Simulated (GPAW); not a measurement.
**Work function of Sc2NS2 MXene monolayer at several levels**

How far do functional and basis move the work function of Sc2NS2 MXene monolayer?

Program: GPAW 26.7.0. Level of theory: GPAW, PAW setups; layer in a repeated cell with vacuum, relaxation of atoms and in-plane cell, in the first sound run; inputs show where later runs differ. Results are calculated unless marked as measured.

## (1) The starting structure

The cell holds 5 atoms: 2 S, 2 Sc and 1 N. Cell: a = 3.155 Å, b = 3.155 Å, c = 24.144 Å, α = 90.0°, β = 90.0°, γ = 120.0°. Vacuum lies along c.

## (2) Relaxation

The atoms are relaxed first, since the surface dipole, and with it the work function, follows the positions of the outer layers.

run.py reads:

```python
import json
import numpy as np
from ase import Atoms
from ase.filters import FrechetCellFilter
from ase.optimize import BFGS
from gpaw import GPAW, PW

slab = Atoms(
    ['S', 'Sc', 'N', 'Sc', 'S'],
    positions=[
        [-0.00000, 1.82130, 9.00000],
        [1.57729, 0.91065, 10.82737],
        [0.00000, 0.00000, 12.07208],
        [-0.00000, 1.82130, 13.31679],
        [1.57729, 0.91065, 15.14416]],
    cell=[[3.15458, 0.0, 0.0], [-1.57729, 2.73195, 0.0], [0.0, 0.0, 24.1442]],
    pbc=[True, True, True])

slab.calc = GPAW(mode=PW(600), xc='PBE', kpts={'size': (12, 12, 1), 'gamma': True},
                 occupations={'name': 'fermi-dirac', 'width': 0.05}, nbands='160%',
                 convergence={'density': 1e-05}, maxiter=200,
                 symmetry={'tolerance': 1e-3}, txt='slab.txt')
result = {}
# The in-plane cell is free; stress needs a cell that repeats along all three vectors
path = []
opt = BFGS(FrechetCellFilter(slab, mask=[1, 1, 0, 0, 0, 1]), maxstep=0.2)
opt.attach(lambda: path.append((slab.get_potential_energy(), slab.positions.tolist(), slab.get_forces().tolist())))
result['relaxed'] = bool(opt.run(fmax=0.02, steps=45))
result['path'] = path
result['cell'] = slab.cell.tolist()
print('in-plane lattice', slab.cell.cellpar().round(4)[[0, 1, 5]])
energy = slab.get_potential_energy()
fermi = slab.calc.get_fermi_level()
v = slab.calc.get_electrostatic_potential().mean((0, 1)) - fermi
n = slab.calc.get_pseudo_density().mean((0, 1))
L = slab.cell[2, 2]
z = np.arange(len(v)) * L / len(v)
low, high = slab.positions[:, 2].min(), slab.positions[:, 2].max()
below, above = np.interp([low - 6.8, high + 6.8], z, v)
slopes = [np.interp(x, z, np.gradient(v, z)) for x in (low - 6.8, high + 6.8)]
eps = np.array([[slab.calc.get_eigenvalues(k, s) for k in range(len(slab.calc.get_ibz_k_points()))]
                for s in range(slab.calc.get_number_of_spins())]) - fermi
top, bottom = eps[eps < 0].max(), eps[eps > 0].min()
dipole = slab.get_dipole_moment()[2]
print(f'energy {energy:.4f} eV, Fermi level {fermi:.4f} eV, dipole {dipole:.5f} e A')
print(f'potential 6.8 A off the faces, from the Fermi level: lower {below:.4f} eV, upper {above:.4f} eV')
print(f'slope of the potential there: lower {slopes[0]:.5f}, upper {slopes[1]:.5f} eV/A')
print(f'nearest levels on the mesh: {top:.4f} and {bottom:.4f} eV')
print('magnetic moment', round(slab.get_magnetic_moment(), 3))
result.update(energy=energy, fermi=fermi, dipole=dipole, below=below, above=above, slopes=slopes, edges=[top, bottom],
              z=z.tolist(), v=v.tolist(), n=n.tolist(), positions=slab.positions.tolist(),
              forces=slab.get_forces(apply_constraint=False).tolist(), moments=slab.get_magnetic_moments().tolist())
json.dump(result, open('result.json', 'w'))
```

Run with:

```bash
> OMP_NUM_THREADS=1 OPENBLAS_NUM_THREADS=1 python run.py
```

What it wrote:

```text
Step          Energy          fmax
BFGS:    0      -32.390889        1.312175
BFGS:    1      -32.469495        0.921556
BFGS:    2      -32.626540        0.924457
BFGS:    3      -32.656397        0.655422
BFGS:    4      -32.735746        0.337480
BFGS:    5      -32.781905        0.351689
BFGS:    6      -32.799351        0.298928
BFGS:    7      -32.807310        0.224389
BFGS:    8      -32.815292        0.172184
BFGS:    9      -32.819885        0.158622
BFGS:   10      -32.820568        0.068952
BFGS:   11      -32.819455        0.010800
in-plane lattice [  3.3031   3.3031 120.    ]
energy -32.8100 eV, Fermi level -2.2470 eV, dipole -0.00056 e A
potential 6.8 A off the faces, from the Fermi level: lower 6.7936 eV, upper 6.7957 eV
slope of the potential there: lower -0.00058, upper -0.00032 eV/A
nearest levels on the mesh: -0.0186 and 0.0629 eV
magnetic moment 0.0
```

Wall time 16 min (1 thread of Arm Neoverse V1, shared host); peak memory 0.57 GiB.

Numbers from this step:

| Property | Result |
| --- | --- |
| dipole along the normal | -5.64e-4 e·Å |
| levels nearest the Fermi level on the mesh | -0.01860, 0.06292 eV from the Fermi level |

The electrostatic potential energy of an electron (without an applied field's), less the Fermi level, planar mean oscillates, so the rows of the table below give means over windows of 1.64 Å about each position, cut where the curve ends. Its maxima inside the range that stand out by 2 % of the span (Å: eV): 9.9: -2.35, 11.6: -3.93, 12.6: -3.93, 14.2: -2.35. Its minima: 9.1: -15.8, 10.8: -13.9, 12.1: -9.95, 13.4: -13.9, 15.0: -15.8.

Table of electrostatic potential energy of an electron (without an applied field's), less the Fermi level, planar mean by z; means over each step:

| z (Å) | electrostatic potential energy of an electron (without an applied field's), less the Fermi level, planar mean (eV) |
| --- | --- |
| 0.82 | 6.79 |
| 2.46 | 6.79 |
| 4.10 | 6.79 |
| 5.74 | 6.79 |
| 7.38 | 6.31 |
| 9.02 | -6.42 |
| 10.66 | -8.30 |
| 12.30 | -6.57 |
| 13.94 | -7.73 |
| 15.58 | -3.35 |
| 17.22 | 6.69 |
| 18.86 | 6.80 |
| 20.50 | 6.80 |
| 22.14 | 6.80 |
| 23.78 | 6.79 |

The pseudo valence density, planar mean oscillates, so the rows of the table below give means over windows of 1.29 Å about each position, cut where the curve ends. Its maxima inside the range that stand out by 2 % of the span (Å: e/Å³): 8.8: 0.387, 9.5: 0.434, 10.9: 1.17, 12.1: 0.605, 13.3: 1.17, 14.7: 0.434, 15.3: 0.387. Its minima: 9.1: 0.361, 10.0: 0.325, 11.6: 0.439, 12.6: 0.439, 14.1: 0.325, 15.0: 0.361.

Pseudo valence density, planar mean against z; means over each step:

z (Å), pseudo valence density, planar mean (e/Å³) and a bar:
```
     4.52       0.00 
     5.80       0.00 
     7.10       0.01 
     8.38       0.22 ########
     9.68       0.39 ###############
    10.96       0.79 ##############################
    12.25       0.53 ####################
    13.54       0.76 #############################
    14.84       0.38 ###############
    16.12       0.12 #####
    17.41       0.00 
    18.71       0.00
```

The relaxation lowered the energy of the cell by 0.430 eV (energies extrapolated to zero smearing; the optimiser's log prints free energies). The largest force left on a free atom is 0.011 eV/Å.

## (3) The slab's potential

With the geometry fixed, the planar mean of the potential gives the vacuum level on each side.

This step: GPAW, PAW setups; slab in vacuum (GPAW 26.7.0).

The cell differs from the one that the last finished run ended in (c 24.144 → 23.909 Å).

Edit run.py of step 2 so:

```diff
@@ -3,4 +3,2 @@
 from ase import Atoms
-from ase.filters import FrechetCellFilter
-from ase.optimize import BFGS
 from gpaw import GPAW, PW
@@ -10,23 +8,16 @@
     positions=[
-        [-0.00000, 1.82130, 9.00000],
-        [1.57729, 0.91065, 10.82737],
-        [0.00000, 0.00000, 12.07208],
-        [-0.00000, 1.82130, 13.31679],
-        [1.57729, 0.91065, 15.14416]],
-    cell=[[3.15458, 0.0, 0.0], [-1.57729, 2.73195, 0.0], [0.0, 0.0, 24.1442]],
-    pbc=[True, True, True])
+        [-0.00000, 1.90707, 9.00000],
+        [1.65157, 0.95354, 10.67506],
+        [-0.00000, 0.00000, 11.95423],
+        [-0.00000, 1.90707, 13.23340],
+        [1.65157, 0.95354, 14.90846]],
+    cell=[[3.30314, -0.0, 0.0], [-1.65157, 2.86061, 0.0], [0.0, 0.0, 23.9085]],
+    pbc=[True, True, False])
 
-slab.calc = GPAW(mode=PW(600), xc='PBE', kpts={'size': (12, 12, 1), 'gamma': True},
+slab.calc = GPAW(mode=PW(500), xc='PBE', kpts={'size': (12, 12, 1), 'gamma': True},
                  occupations={'name': 'fermi-dirac', 'width': 0.05}, nbands='160%',
                  convergence={'density': 1e-05}, maxiter=200,
+                 poissonsolver={'dipolelayer': 'xy'},
                  symmetry={'tolerance': 1e-3}, txt='slab.txt')
 result = {}
-# The in-plane cell is free; stress needs a cell that repeats along all three vectors
-path = []
-opt = BFGS(FrechetCellFilter(slab, mask=[1, 1, 0, 0, 0, 1]), maxstep=0.2)
-opt.attach(lambda: path.append((slab.get_potential_energy(), slab.positions.tolist(), slab.get_forces().tolist())))
-result['relaxed'] = bool(opt.run(fmax=0.02, steps=45))
-result['path'] = path
-result['cell'] = slab.cell.tolist()
-print('in-plane lattice', slab.cell.cellpar().round(4)[[0, 1, 5]])
 energy = slab.get_potential_energy()
```

What it wrote:

```text
energy -32.3790 eV, Fermi level -2.2002 eV, dipole -0.00057 e A
potential 6.8 A off the faces, from the Fermi level: lower 6.7895 eV, upper 6.8004 eV
slope of the potential there: lower -0.00007, upper 0.00007 eV/A
nearest levels on the mesh: -0.0178 and 0.0629 eV
magnetic moment 0.0
```

It took 84 s on 1 thread; peak memory 0.28 GiB.

Numbers from this step:

```
dipole along the normal                    : -5.66e-4 e·Å
levels nearest the Fermi level on the mesh : -0.01781, 0.06295 eV from the Fermi level
upper work function                        : 6.800 eV
lower work function                        : 6.789 eV
```

Table of electrostatic potential energy of an electron (without an applied field's), less the Fermi level, planar mean by z:

| z (Å) | electrostatic potential energy of an electron (without an applied field's), less the Fermi level, planar mean (eV) |
| --- | --- |
| 0.0 | 6.80 |
| 0.5 | 6.79 |
| 1.0 | 6.79 |
| 1.5 | 6.79 |
| 2.0 | 6.79 |
| 2.5 | 6.79 |
| 3.0 | 6.79 |
| 3.5 | 6.79 |
| 4.0 | 6.79 |
| 4.5 | 6.79 |
| 5.0 | 6.79 |
| 5.5 | 6.79 |
| 6.0 | 6.79 |
| 6.5 | 6.77 |
| 7.0 | 6.71 |
| 7.5 | 6.40 |
| 8.0 | 4.81 |
| 8.5 | -2.34 |
| 9.0 | -15.8 |
| 9.5 | -4.89 |
| 10.0 | -3.75 |
| 10.5 | -12.6 |
| 11.0 | -10.00 |
| 11.5 | -4.03 |
| 12.0 | -9.62 |
| 12.5 | -4.11 |
| 13.0 | -11.7 |
| 13.5 | -11.1 |
| 14.0 | -2.87 |
| 14.5 | -6.85 |
| 15.0 | -14.7 |
| 15.5 | -0.204 |
| 16.0 | 5.32 |
| 16.5 | 6.51 |
| 17.0 | 6.74 |
| 17.5 | 6.79 |
| 18.0 | 6.80 |
| 18.5 | 6.80 |
| 19.0 | 6.80 |
| 19.5 | 6.80 |
| 20.0 | 6.80 |
| 20.5 | 6.80 |
| 21.0 | 6.80 |
| 21.5 | 6.80 |
| 22.0 | 6.80 |
| 22.5 | 6.80 |
| 23.0 | 6.80 |
| 23.5 | 6.80 |

The pseudo valence density, planar mean oscillates, so the rows of the table below give means over windows of 1.34 Å about each position, cut where the curve ends. Its maxima inside the range that stand out by 2 % of the span (Å: e/Å³): 8.8: 0.380, 9.4: 0.433, 10.7: 1.19, 12.0: 0.597, 13.2: 1.19, 14.5: 0.433, 15.1: 0.380. Its minima: 9.0: 0.356, 9.9: 0.332, 11.3: 0.447, 12.6: 0.447, 14.0: 0.332, 14.9: 0.356.

Table of pseudo valence density, planar mean by z; means over each step:

z (Å), pseudo valence density, planar mean (e/Å³) and a bar:
```
     4.69       0.00 
     6.03       0.00 
     7.37       0.03 #
     8.71       0.33 ##############
    10.05       0.59 ########################
    11.39       0.64 ###########################
    12.73       0.72 ##############################
    14.07       0.48 ####################
    15.41       0.28 ############
    16.75       0.02 #
    18.09       0.00 
    19.43       0.00
```

The potential is flat to 6.7e-5 eV/Å where it is read, so the vacuum is wide enough.

## (4) Self-consistent run: xc = "vdW-DF2"

The same geometry under vdW-DF2, to see how far the functional moves the levels against the vacuum (the van der Waals functionals take revPBE setups).

Edit run.py of step 3 so:

```diff
@@ -16,3 +16,3 @@
 
-slab.calc = GPAW(mode=PW(500), xc='PBE', kpts={'size': (12, 12, 1), 'gamma': True},
+slab.calc = GPAW(mode=PW(500), xc='vdW-DF2', kpts={'size': (12, 12, 1), 'gamma': True},
                  occupations={'name': 'fermi-dirac', 'width': 0.05}, nbands='160%',
```

What it wrote:

```text
energy -173.1445 eV, Fermi level -2.4574 eV, dipole -0.00057 e A
potential 6.8 A off the faces, from the Fermi level: lower 7.1750 eV, upper 7.1860 eV
slope of the potential there: lower -0.00007, upper 0.00007 eV/A
nearest levels on the mesh: -0.0120 and 0.0680 eV
magnetic moment 0.0
```

Run time: 1.7 min. Hardware: 1 thread; peak memory 0.48 GiB.

This step gave:

```yaml
levels_nearest_the_fermi_level_on_the_mesh: -0.01197, 0.06803 eV from the Fermi level
upper_work_function: 7.186 eV
lower_work_function: 7.175 eV
```

Table of electrostatic potential energy of an electron (without an applied field's), less the Fermi level, planar mean by z:

z (Å), electrostatic potential energy of an electron (without an applied field's), less the Fermi level, planar mean (eV) and a bar from the least value:
```
      0.0        7.2 ##############################
      0.5        7.2 ##############################
      1.0        7.2 ##############################
      1.5        7.2 ##############################
      2.0        7.2 ##############################
      2.5        7.2 ##############################
      3.0        7.2 ##############################
      3.5        7.2 ##############################
      4.0        7.2 ##############################
      4.5        7.2 ##############################
      5.0        7.2 ##############################
      5.5        7.2 ##############################
      6.0        7.2 ##############################
      6.5        7.2 ##############################
      7.0        7.1 ##############################
      7.5        6.7 #############################
      8.0        5.1 ###########################
      8.5       -2.2 ##################
      9.0      -15.6 
      9.5       -4.9 ##############
     10.0       -3.8 ################
     10.5      -12.7 ####
     11.0      -10.1 #######
     11.5       -4.1 ###############
     12.0       -9.6 ########
     12.5       -4.2 ###############
     13.0      -11.8 #####
     13.5      -11.2 ######
     14.0       -2.9 #################
     14.5       -6.8 ############
     15.0      -14.6 #
     15.5        0.0 #####################
     16.0        5.6 ############################
     16.5        6.8 ##############################
     17.0        7.1 ##############################
     17.5        7.2 ##############################
     18.0        7.2 ##############################
     18.5        7.2 ##############################
     19.0        7.2 ##############################
     19.5        7.2 ##############################
     20.0        7.2 ##############################
     20.5        7.2 ##############################
     21.0        7.2 ##############################
     21.5        7.2 ##############################
     22.0        7.2 ##############################
     22.5        7.2 ##############################
     23.0        7.2 ##############################
     23.5        7.2 ##############################
```

The pseudo valence density, planar mean oscillates, so the rows of the table below give means over windows of 1.34 Å about each position, cut where the curve ends. Its maxima inside the range that stand out by 2 % of the span (Å: e/Å³): 8.8: 0.381, 9.4: 0.435, 10.7: 1.19, 11.9: 0.602, 13.2: 1.19, 14.5: 0.435, 15.1: 0.381. Its minima: 9.0: 0.357, 9.9: 0.330, 11.3: 0.446, 12.6: 0.446, 14.0: 0.330, 14.9: 0.357.

The pseudo valence density, planar mean by z; means over each step:

z (Å), pseudo valence density, planar mean (e/Å³) and a bar:
```
     4.69       0.00 
     6.03       0.00 
     7.37       0.03 #
     8.71       0.33 ##############
    10.05       0.59 ########################
    11.39       0.64 ###########################
    12.73       0.72 ##############################
    14.07       0.48 ####################
    15.41       0.28 ############
    16.75       0.02 #
    18.09       0.00 
    19.43       0.00
```

Force by atom:

| atom | x (eV/Å) | y (eV/Å) | z (eV/Å) | size |
| --- | --- | --- | --- | --- |
| S1 | 0.000 | 0.000 | -0.349 | 0.349 |
| Sc2 | 0.000 | 0.000 | -0.149 | 0.149 |
| N3 | 0.000 | 0.000 | 0.000 | 0.000 |
| Sc4 | 0.000 | 0.000 | 0.149 | 0.149 |
| S5 | 0.000 | 0.000 | 0.349 | 0.349 |

The upper face's work function is 7.186 eV, against 6.800 eV in the first plane-wave PBE run at this geometry.

## (5) OptPBE vdW: xc = "optPBE-vdW"

The same geometry under optPBE-vdW, to see how far the functional moves the levels against the vacuum (the van der Waals functionals take revPBE setups).

Edit run.py of step 4 so:

```diff
@@ -16,3 +16,3 @@
 
-slab.calc = GPAW(mode=PW(500), xc='vdW-DF2', kpts={'size': (12, 12, 1), 'gamma': True},
+slab.calc = GPAW(mode=PW(500), xc='optPBE-vdW', kpts={'size': (12, 12, 1), 'gamma': True},
                  occupations={'name': 'fermi-dirac', 'width': 0.05}, nbands='160%',
```

What it wrote:

```text
energy -60.3414 eV, Fermi level -2.3591 eV, dipole -0.00057 e A
potential 6.8 A off the faces, from the Fermi level: lower 7.0117 eV, upper 7.0226 eV
slope of the potential there: lower -0.00007, upper 0.00007 eV/A
nearest levels on the mesh: -0.0168 and 0.0655 eV
magnetic moment 0.0
```

Wall time 95 s (1 thread); peak memory 0.48 GiB.

Numbers from this step:

```yaml
levels_nearest_the_fermi_level_on_the_mesh: -0.01678, 0.06546 eV from the Fermi level
upper_work_function: 7.023 eV
lower_work_function: 7.012 eV
```

The electrostatic potential energy of an electron (without an applied field's), less the Fermi level, planar mean oscillates, so the rows of the table below give means over windows of 1.72 Å about each position, cut where the curve ends. Its maxima inside the range that stand out by 2 % of the span (Å: eV): 9.8: -2.34, 11.5: -3.89, 12.4: -3.89, 14.2: -2.34. Its minima: 9.0: -15.8, 10.7: -13.8, 12.0: -9.95, 13.2: -13.8, 14.9: -15.8.

The electrostatic potential energy of an electron (without an applied field's), less the Fermi level, planar mean by z; means over each step:

| z (Å) | electrostatic potential energy of an electron (without an applied field's), less the Fermi level, planar mean (eV) |
| --- | --- |
| 0.86 | 7.01 |
| 2.58 | 7.01 |
| 4.30 | 7.01 |
| 6.02 | 7.00 |
| 7.74 | 4.60 |
| 9.46 | -7.86 |
| 11.18 | -8.88 |
| 12.90 | -8.69 |
| 14.62 | -7.36 |
| 16.34 | 5.57 |
| 18.06 | 7.01 |
| 19.78 | 7.02 |
| 21.50 | 7.02 |
| 23.22 | 7.02 |

The upper face's work function is 7.023 eV, against 6.800 eV in the first plane-wave PBE run at this geometry.

## (6) Self-consistent run: xc = "RPBE"

The same geometry under RPBE, to see how far the functional moves the levels against the vacuum.

Edit run.py of step 5 so:

```diff
@@ -16,3 +16,3 @@
 
-slab.calc = GPAW(mode=PW(500), xc='optPBE-vdW', kpts={'size': (12, 12, 1), 'gamma': True},
+slab.calc = GPAW(mode=PW(500), xc='RPBE', kpts={'size': (12, 12, 1), 'gamma': True},
                  occupations={'name': 'fermi-dirac', 'width': 0.05}, nbands='160%',
```

What it wrote:

```text
energy -30.6061 eV, Fermi level -2.1189 eV, dipole -0.00057 e A
potential 6.8 A off the faces, from the Fermi level: lower 6.7167 eV, upper 6.7277 eV
slope of the potential there: lower -0.00007, upper 0.00007 eV/A
nearest levels on the mesh: -0.0201 and 0.0652 eV
magnetic moment 0.0
```

Wall time 84 s (1 thread); peak memory 0.28 GiB.

This step gave:

```
levels nearest the Fermi level on the mesh : -0.02008, 0.06521 eV from the Fermi level
upper work function                        : 6.728 eV
lower work function                        : 6.717 eV
```

The upper face's work function is 6.728 eV, against 6.800 eV in the first plane-wave PBE run at this geometry.

## (7) Self-consistent run: xc = "revPBE"

The same geometry under revPBE, to see how far the functional moves the levels against the vacuum.

Edit run.py of step 6 so:

```diff
@@ -16,3 +16,3 @@
 
-slab.calc = GPAW(mode=PW(500), xc='RPBE', kpts={'size': (12, 12, 1), 'gamma': True},
+slab.calc = GPAW(mode=PW(500), xc='revPBE', kpts={'size': (12, 12, 1), 'gamma': True},
                  occupations={'name': 'fermi-dirac', 'width': 0.05}, nbands='160%',
```

What it wrote:

```text
energy -30.8489 eV, Fermi level -2.1242 eV, dipole -0.00057 e A
potential 6.8 A off the faces, from the Fermi level: lower 6.7111 eV, upper 6.7220 eV
slope of the potential there: lower -0.00007, upper 0.00007 eV/A
nearest levels on the mesh: -0.0195 and 0.0646 eV
magnetic moment 0.0
```

It took 84 s on 1 thread; peak memory 0.28 GiB.

Numbers from this step:

```yaml
levels_nearest_the_fermi_level_on_the_mesh: -0.01952, 0.06461 eV from the Fermi level
upper_work_function: 6.722 eV
lower_work_function: 6.711 eV
```

The upper face's work function is 6.722 eV, against 6.800 eV in the first plane-wave PBE run at this geometry.

(Continued in part 2 of 2.)

[Logs are printed without paths, hosts, clocks, repeated set-up lines and the standing remarks that a program may print on its own settings, such as how far it seeks lower states.]

[Hosts, paths, dates, database ids (printed as entryN), source tags and the programs' standing remarks are cut or masked in the printed files.]
